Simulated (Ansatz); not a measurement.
# Is the response still linear at 0.35 V/Å? 2H-VSeTe bilayer, 2H (AA')

The dipole of a slab grows in proportion to a weak field along its normal. Does the weak-field slope carry to a strong field?

Set-up. Ansatz 0.2.0, plane waves with PAW datasets (its set soft_2), PBE+U-D3(BJ); atoms held at their relaxed places, 18 Å of vacuum, dipole correction, cell area 10.37 Å², spin-polarised, 18×18 k-points, smearing 0.02585 eV. Without field the slab has no gap over 0.05 eV.

```
  run  field (V/Å)  dipole (e·Å)
run 1        −0.10      −0.10781
run 2         0.00      −0.03663
run 3         0.10       0.03463
run 4         0.35             ?
```

**Question.** What value belongs in the row marked “?”, and how far can the other rows tell?

A least-squares line through the 3 rows shown has slope 0.712200 and intercept −0.036603; no row lies more than 0.00003 e·Å off it. A perfect conductor with that slope would be 180.95 × 0.71220 / 10.37 = 12.43 Å thick. At 0.35 it gives 0.712200 × 0.35 + (−0.036603) = 0.21267 e·Å, beyond the rows fitted. Rounding and scatter of the rows alone allow about ±0.00009 e·Å there.

The run itself gives 0.21182 e·Å: a miss of −0.00085 e·Å. That is under 1 % of the induced dipole, so the response is still linear.

**Limits.** Ions are held, so this is the electronic response. Of the series that stay linear within 1 %, this collection keeps about one in seven, and it keeps all that bend. With a small gap or none the response hangs on mesh and smearing, which were not varied here. Spin-orbit coupling is left out, which changes the bands of elements this heavy.

[Logs are printed without paths, hosts, clocks, repeated set-up lines and the standing remarks that a program may print on its own settings, such as how far it seeks lower states.]
